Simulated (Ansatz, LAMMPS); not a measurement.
## Al2O3 with crystalline order left by the classical run (155 atoms) under strain

How stiff is Al2O3 with crystalline order left by the classical run (155 atoms)?

Calculated with Ansatz 0.2.0; Kohn-Sham DFT, r2SCAN, PAW (set soft_1), plane waves.

## (1) The structure

The cell holds 155 atoms: 62 Al and 93 O. Its edges and angles: a = 11.604 Å, b = 11.604 Å, c = 11.604 Å, α = 90.0°, β = 90.0°, γ = 90.0°. 155 atoms (62 Al, 93 O) placed at random at 3.36 g/cm³, melted at 5000 K for 10 ps at fixed volume with the Morse and Coulomb pair potential with partial charges (Pedone, Malavasi, Menziani, Cormack and Segre, J. Phys. Chem. B 110, 11780 (2006)). Quenched from 5000 K to 300 K at 20 K/ps and fixed volume, held 5 ps, then minimised at fixed cell.

What the set-up can't give: The quench rate of 20 K/ps is orders of magnitude faster than experiment, which tends to freeze in extra defects. The starting topology of bonds comes from the classical model, and needn't be the one that DFT or experiment would give. Only the Γ point is sampled.

## (2) Single point at the start

The forces at the start show how far the geometry lies from a minimum of this functional.

input.yaml

```yaml
crystal:
  lattice:
    - [11.6041, 0.0, 0.0]
    - [0.0, 11.6041, 0.0]
    - [0.0, 0.0, 11.6041]
  atoms:
    - { symbol: Al, position: [0.65499, 0.2939, 0.50163] }
    - { symbol: Al, position: [0.72357, 0.22273, 0.01758] }
    - { symbol: Al, position: [0.77202, 0.03779, 0.86618] }
    - { symbol: Al, position: [0.65736, 0.97354, 0.11189] }
    - { symbol: Al, position: [0.00908, 0.39387, 0.57835] }
    - { symbol: Al, position: [0.48205, 0.50672, 0.70734] }
    - { symbol: Al, position: [0.48673, 0.23284, 0.91953] }
    - { symbol: Al, position: [0.20288, 0.84809, 0.97004] }
    - { symbol: Al, position: [0.17599, 0.29775, 0.24795] }
    - { symbol: Al, position: [0.01322, 0.87108, 0.48796] }
    - { symbol: Al, position: [0.96584, 0.10639, 0.17744] }
    - { symbol: Al, position: [0.76277, 0.01977, 0.61092] }
    - { symbol: Al, position: [0.99412, 0.94558, 0.7825] }
    - { symbol: Al, position: [0.26401, 0.38502, 0.64823] }
    - { symbol: Al, position: [0.28947, 0.0911, 0.81997] }
    - { symbol: Al, position: [0.37488, 0.99455, 0.56854] }
    - { symbol: Al, position: [0.21413, 0.84328, 0.69023] }
    - { symbol: Al, position: [0.41101, 0.98545, 0.03117] }
    - { symbol: Al, position: [0.88511, 0.67472, 0.38338] }
    - { symbol: Al, position: [0.0941, 0.44347, 0.8922] }
    - { symbol: Al, position: [0.43076, 0.75844, 0.89297] }
    - { symbol: Al, position: [0.84615, 0.25706, 0.71993] }
    - { symbol: Al, position: [0.92353, 0.16142, 0.45703] }
    - { symbol: Al, position: [0.47176, 0.49833, 0.96088] }
    - { symbol: Al, position: [0.61604, 0.86978, 0.47794] }
    - { symbol: Al, position: [0.48096, 0.22514, 0.17716] }
    - { symbol: Al, position: [0.04834, 0.51472, 0.23071] }
    - { symbol: Al, position: [0.47532, 0.22754, 0.67135] }
    - { symbol: Al, position: [0.70596, 0.5511, 0.55415] }
    - { symbol: Al, position: [0.23774, 0.50114, 0.42482] }
    - { symbol: Al, position: [0.44422, 0.73765, 0.60638] }
    - { symbol: Al, position: [0.64992, 0.66316, 0.82775] }
    [... 117 atom lines left out ...]
    - { symbol: O, position: [0.626, 0.28127, 0.91226] }
    - { symbol: O, position: [0.9591, 0.50265, 0.1029] }
    - { symbol: O, position: [0.51918, 0.32912, 0.44228] }
    - { symbol: O, position: [0.55922, 0.51347, 0.57315] }
    - { symbol: O, position: [0.67862, 0.01951, 0.74731] }
    - { symbol: O, position: [0.83589, 0.17147, 0.84077] }
kpoints:
  mp_grid: { grid: [1, 1, 1] }
hamiltonian:
  xc: r2scan
  pseudopotentials: { kind: paw, azcp: { folder: soft_1 } }
scf:
  occupations: { method: fixed }
output:
  forces: true
```

The run is started by

```sh
$ ansatz run input.yaml --threads 4 --pin off --max-ram 8192MiB --backend cpu --events-out ev --progress --plain --runs-dir out
```

Numbers of over 12 decimals in the logs are rounded to 6 here.

The log of the run:

```text
[...]
Pseudopotentials: kind: paw
Pseudopotential: Al, paw, valence charge 3, recommended cutoff 500 eV (meta_gga), soft_1/Al.paw.azcp
Pseudopotential: O, paw, valence charge 6, recommended cutoff 500 eV (meta_gga), soft_1/O.paw.azcp
[... 6 lines on functional and potentials left out ...]
Crystal: 155 atoms, lattice volume = 1562.552 Å³
Basis set: ecut = 500 eV, 39607 PW (Γ), exchange–correlation on 360×360×360 points (64 copies of the dense FFT grid, shifted against one another)
Bands: 527, of which v1, the nominal top of the filled ones, is band 372 counted from 1 (371 counted from 0)
Symmetry: 1 space group operations
Space group: P1 (ITA 1), of the structure as read, at distance tolerance 1.2e-4 Å
k-points: 1
[... 7 lines on functional and potentials left out ...]
Initial density: superposition of atomic densities (chi_scale 0.1, normalization cell, long waves kept (reshape's long-wave potential 0.04 eV rms))
Initial wavefunctions: pseudopotential atomic-orbital guess
[...]
SCF iter   1: F=—  HF=-86679.465264 eV  |F-HF|=—  |Δ(HF+E_count)|=         —  Δρ=1.30e-1  dr2=2.72e2  dr2_τ=2.77e1  ethr=3.10e-3  ⟨swp⟩=5.0  Hψ=1592  notcnv=0  defer=148
preconditioner: auto → Resta (q_TF=auto, 2.411 Å⁻¹)  ε∞=3.0  [insulator: Δε(μ)=5.930 eV  Ē_g=18.287 eV  n_scr=364 (ndim 8)  ℏωp=25.6 eV  f_vac=0.000  ε∞_Penn≈3.0]
SCF iter   2: F=—  HF=-86622.453436 eV  |F-HF|=—  |Δ(HF+E_count)|=    5.70e1  Δρ=4.60e-2  dr2=1.98e1  dr2_τ=5.46e0  ethr=3.10e-3  ⟨swp⟩=4.0  Hψ=1171  notcnv=0  defer=151
SCF iter   3: F=—  HF=-86628.322096 eV  |F-HF|=—  |Δ(HF+E_count)|=    5.87e0  Δρ=2.32e-2  dr2=5.49e0  dr2_τ=3.85e-1  ethr=2.65e-3  ⟨swp⟩=2.0  Hψ=385  notcnv=0  defer=110
automatic band count: iteration 3 solves 488 bands in place of 527: the levels show a gap, and the empty bands left out lie too high to hold charge; the band table lists the bands solved (type scf.n_extra_bands for more)
SCF iter   4: F=—  HF=-86628.410597 eV  |F-HF|=—  |Δ(HF+E_count)|=   8.85e-2  Δρ=3.42e-3  dr2=1.25e-1  dr2_τ=1.84e-2  ethr=7.37e-4  ⟨swp⟩=3.0  Hψ=871  notcnv=0  defer=112
SCF iter   5: F=—  HF=-86628.395023 eV  |F-HF|=—  |Δ(HF+E_count)|=   1.56e-2  Δρ=1.19e-3  dr2=1.45e-2  dr2_τ=2.14e-3  ethr=1.68e-5  ⟨swp⟩=2.0  Hψ=685  notcnv=0  defer=114
[...]
SCF iter  10: F=—  HF=-86628.396573 eV  |F-HF|=—  |Δ(HF+E_count)|=   5.43e-8  Δρ=3.89e-6  dr2=1.68e-7  dr2_τ=2.61e-8  ethr=1.34e-11  ⟨swp⟩=4.0  Hψ=1526  notcnv=0
SCF iter  11: F=-86628.396573 eV  HF=-86628.396573 eV  |F-HF|=2.34e-9  |Δ(HF+E_count)|=   2.79e-8  Δρ=5.75e-7  dr2=4.65e-9  dr2_τ=3.69e-10  ethr=1.34e-11  ⟨swp⟩=4.0  Hψ=1282  notcnv=0
SCF 1 converged in 11 iterations: F = -86628.396573 eV  dr2 = 4.65e-9
[...]
SCF converged after 11 iterations
Free energy (F): -86628.396573 eV
Harris-Foulkes:  -86628.396573 eV  (|F-HF|=2.34e-9)
Internal energy: -86628.396573 eV  (E = F + TS)
E sigma→0 (E₀):  -86628.396573 eV
Fermi energy:    6.074265 eV
--- Per-component energies (eV) ---
[...]
Σ components = -86628.396573   (vs F -86628.396573, Δ=0.00e0)
--- Forces (eV/Å), atoms counted from 1 ---
  atom   1  Al    -0.55617948     0.21947702     0.00954112
  atom   2  Al    -0.33316670     0.21657397     0.23069035
  atom   3  Al    -0.17843912    -0.15639023    -0.10108212
  atom   4  Al    -0.12545154     0.02487054    -0.34411810
[...]
atom 155  O      0.28807913     0.13422196     0.72040270
  max |Σ_I F_I| component: 9.43e-5 eV/Å
```

The job ended after 55 s (4 threads of Arm Neoverse V2, shared host; peak memory 4.6 GiB; 3.6 min of CPU time).

The column dr2 measures how far the density is from self-consistency, as an energy; F and HF (Harris–Foulkes) agree once it is small.

The r.m.s. force at the start is 0.40 eV/Å.

## (3) Cell and atoms relaxed

Cell and atoms are freed together, to release stress as well as forces.

input.yaml

```yaml
crystal:
  lattice:
    - [11.6041, 0.0, 0.0]
    - [0.0, 11.6041, 0.0]
    - [0.0, 0.0, 11.6041]
  atoms:
    [... the 155 atom lines of step 2 ...]
kpoints:
  mp_grid: { grid: [1, 1, 1] }
hamiltonian:
  xc: r2scan
  pseudopotentials: { kind: paw, azcp: { folder: soft_1 } }
scf:
  occupations: { method: fixed }
output:
  forces: true
relax:
  f_tol: 0.05
  max_steps: 150
  cell: {}
```

The log of the run:

```text
[...]
Crystal: 155 atoms, lattice volume = 1562.552 Å³
Basis set: ecut = 500 eV, 39607 PW (Γ), exchange–correlation on 360×360×360 points (64 copies of the dense FFT grid, shifted against one another)
Bands: 527, of which v1, the nominal top of the filled ones, is band 372 counted from 1 (371 counted from 0)
Symmetry: 1 space group operations
[...]
k-points: 1
[...]
SCF iter   1: F=—  HF=-86679.465264 eV  |F-HF|=—  |Δ(HF+E_count)|=         —  Δρ=1.30e-1  dr2=2.72e2  dr2_τ=2.77e1  ethr=3.10e-3  ⟨swp⟩=5.0  Hψ=1592  notcnv=0  defer=148
[...]
SCF iter   5: F=—  HF=-86628.395047 eV  |F-HF|=—  |Δ(HF+E_count)|=   1.56e-2  Δρ=1.19e-3  dr2=1.45e-2  dr2_τ=2.14e-3  ethr=1.68e-5  ⟨swp⟩=2.0  Hψ=685  notcnv=0  defer=114
[...]
SCF iter  10: F=—  HF=-86628.396573 eV  |F-HF|=—  |Δ(HF+E_count)|=   5.44e-8  Δρ=3.89e-6  dr2=1.68e-7  dr2_τ=2.61e-8  ethr=1.34e-11  ⟨swp⟩=4.0  Hψ=1526  notcnv=0
SCF iter  11: F=-86628.396573 eV  HF=-86628.396573 eV  |F-HF|=2.37e-9  |Δ(HF+E_count)|=   2.79e-8  Δρ=5.75e-7  dr2=4.65e-9  dr2_τ=3.69e-10  ethr=1.34e-11  ⟨swp⟩=4.0  Hψ=1282  notcnv=0
SCF 1 converged in 11 iterations: F = -86628.396573 eV  dr2 = 4.65e-9
[...]
relax step   1: F+E_penalty+E_count = -86628.39657286 eV  Δ(F+E_penalty+E_count) = +0.000e0 eV  max|allowed force component| = 1.292e0 eV/Å  Δτ_max = 0.0000 Å  P = -4.401 GPa  Ω = 1562.552 Å³  (11 SCF iters, dr2 threshold 1.00e-7 eV, accepted)
[... from here on, the SCF cycles and remarks between the steps are left out ...]
relax step   2: F+E_penalty+E_count = -86631.31118588 eV  Δ(F+E_penalty+E_count) = -2.915e0 eV  max|allowed force component| = 8.864e-1 eV/Å  Δτ_max = 0.0808 Å  P = -2.145 GPa  Ω = 1532.603 Å³  energy of the carried Pulay correction = +1.638e-2 eV  (6 SCF iters, dr2 threshold 1.55e-5 eV, accepted)
relax step   3: F+E_penalty+E_count = -86635.13713818 eV  Δ(F+E_penalty+E_count) = -3.826e0 eV  max|allowed force component| = 5.720e-1 eV/Å  Δτ_max = 0.2000 Å  P = -0.321 GPa  Ω = 1494.145 Å³  energy of the carried Pulay correction = +3.820e-2 eV  (7 SCF iters, dr2 threshold 1.55e-5 eV, accepted)
relax step   4: F+E_penalty+E_count = -86636.45768159 eV  Δ(F+E_penalty+E_count) = -1.321e0 eV  max|allowed force component| = 1.813e-1 eV/Å  Δτ_max = 0.2000 Å  P = +0.062 GPa  Ω = 1477.191 Å³  energy of the carried Pulay correction = +4.813e-2 eV  (7 SCF iters, dr2 threshold 1.55e-5 eV, accepted)
relax step   5: F+E_penalty+E_count = -86637.00514344 eV  Δ(F+E_penalty+E_count) = -5.475e-1 eV  max|allowed force component| = 2.024e-1 eV/Å  Δτ_max = 0.2000 Å  P = -0.049 GPa  Ω = 1468.523 Å³  energy of the carried Pulay correction = +5.327e-2 eV  (8 SCF iters, dr2 threshold 2.05e-6 eV, accepted)
relax step   6: F+E_penalty+E_count = -86637.36194504 eV  Δ(F+E_penalty+E_count) = -3.568e-1 eV  max|allowed force component| = 7.962e-2 eV/Å  Δτ_max = 0.2000 Å  P = +0.003 GPa  Ω = 1462.437 Å³  energy of the carried Pulay correction = +5.692e-2 eV  (8 SCF iters, dr2 threshold 2.56e-6 eV, accepted)
relax step   7: F+E_penalty+E_count = -86637.42065397 eV  Δ(F+E_penalty+E_count) = -5.871e-2 eV  max|allowed force component| = 3.792e-2 eV/Å  Δτ_max = 0.1739 Å  P = -0.016 GPa  Ω = 1459.685 Å³  energy of the carried Pulay correction = +5.857e-2 eV  (8 SCF iters, dr2 threshold 3.96e-7 eV, accepted)
relax step   8: F+E_penalty+E_count = -86637.38788306 eV  Δ(F+E_penalty+E_count) = +3.277e-2 eV  max|allowed force component| = 2.534e-1 eV/Å  Δτ_max = 0.1020 Å  P = +0.211 GPa  Ω = 1456.077 Å³  energy of the carried Pulay correction = +6.075e-2 eV  (10 SCF iters, rejected (line search))
relax step   9: F+E_penalty+E_count = -86637.41347587 eV  Δ(F+E_penalty+E_count) = +7.178e-3 eV  max|allowed force component| = 1.049e-1 eV/Å  Δτ_max = 0.0365 Å  P = -0.118 GPa  Ω = 1459.522 Å³  energy of the carried Pulay correction = +5.867e-2 eV  (10 SCF iters, rejected (line search))
relax step  10: F+E_penalty+E_count = -86637.42335367 eV  Δ(F+E_penalty+E_count) = -2.700e-3 eV  max|allowed force component| = 4.714e-2 eV/Å  Δτ_max = 0.0178 Å  P = +0.068 GPa  Ω = 1458.615 Å³  energy of the carried Pulay correction = +5.922e-2 eV  (9 SCF iters, accepted)
relax step  11: F+E_penalty+E_count = -86637.42514538 eV  Δ(F+E_penalty+E_count) = -1.792e-3 eV  max|allowed force component| = 9.916e-3 eV/Å  Δτ_max = 0.0158 Å  P = -0.004 GPa  Ω = 1458.750 Å³  energy of the carried Pulay correction = +5.914e-2 eV  (8 SCF iters, dr2 threshold 2.28e-8 eV, accepted)
relax step  12: F+E_penalty+E_count = -86637.35308359 eV  Δ(F+E_penalty+E_count) = +7.206e-2 eV  max|allowed force component| = 8.790e-3 eV/Å  Δτ_max = 0.0000 Å  P = +0.001 GPa  Ω = 1458.750 Å³  stress off target by 1.31e-2 GPa  SCF on the basis re-selected at this cell (its energy is not comparable with the rows above)  (6 SCF iters)
basis re-selected at this cell: Δ(F+E_penalty+E_count) = +7.206e-2 eV, ΔP = +0.005 GPa vs the last step (what re-selecting the basis moved, of the pressure what is left beyond the Pulay correction that the steps carried, after the strain that the cell walked since its last selection, [...]
SCF converged after 6 iterations
Free energy (F): -86637.353084 eV
[...]
Internal energy: -86637.353084 eV  (E = F + TS)
E sigma→0 (E₀):  -86637.353084 eV
Fermi energy:    7.072567 eV
[...]
Σ components = -86637.353084   (vs F -86637.353084, Δ=0.00e0)
--- Forces (eV/Å), atoms counted from 1 ---
  atom   1  Al     0.00843349     0.00137325    -0.00064296
  atom   2  Al    -0.00152611    -0.00879063    -0.00181087
  atom   3  Al     0.00293571    -0.00035688     0.00414897
  atom   4  Al    -0.00012087     0.00684962    -0.00035907
[...]
atom 155  O      0.00037962    -0.00042876     0.00064512
  max |Σ_I F_I| component: 9.45e-5 eV/Å
--- Stress (GPa, compression-positive) ---
       -0.001183       0.006493      -0.008067
        0.006470       0.007633      -0.002109
       -0.008093      -0.002119      -0.004428
  P = ⅓ Tr σ = 0.0007 GPa (0.007 kbar)
--- Relaxed structure (11 steps of the walk, 9 accepted, 1 SCFs on fresh bases) ---
  F+E_penalty+E_count = -86637.35308359 eV   max|allowed force component| = 8.790e-3 eV/Å   (the final SCF, on the basis selected at the relaxed cell)
  cell:  # Å, volume = 1458.7500 Å³
    - [11.876088, -0.218991, 0.773813]
    - [-0.218991, 11.144648, -0.420509]
    - [0.773813, -0.420509, 11.090738]
  atoms:
    - { symbol: Al, position: [0.648208, 0.311675, 0.506087] }
    - { symbol: Al, position: [0.735729, 0.211785, -0.00467643] }
    - { symbol: Al, position: [0.766225, 0.010769, 0.850645] }
    - { symbol: Al, position: [0.641980, 0.954740, 0.110053] }
[...]
- { symbol: O, position: [0.820585, 0.169301, 0.849021] }
```

The job ended after 9.2 min (4 threads; peak memory 4.6 GiB; 36 min of CPU time).

The relaxation converged after 11 steps, with a largest force component of 0.0088 eV/Å.

[end of part 1 of 3]

[Logs are printed without paths, hosts, clocks, repeated set-up lines and the standing remarks that a program may print on its own settings, such as how far it seeks lower states.]

[Hosts, paths, dates, database ids (printed as entryN), source tags and the programs' standing remarks are cut or masked in the printed files.]
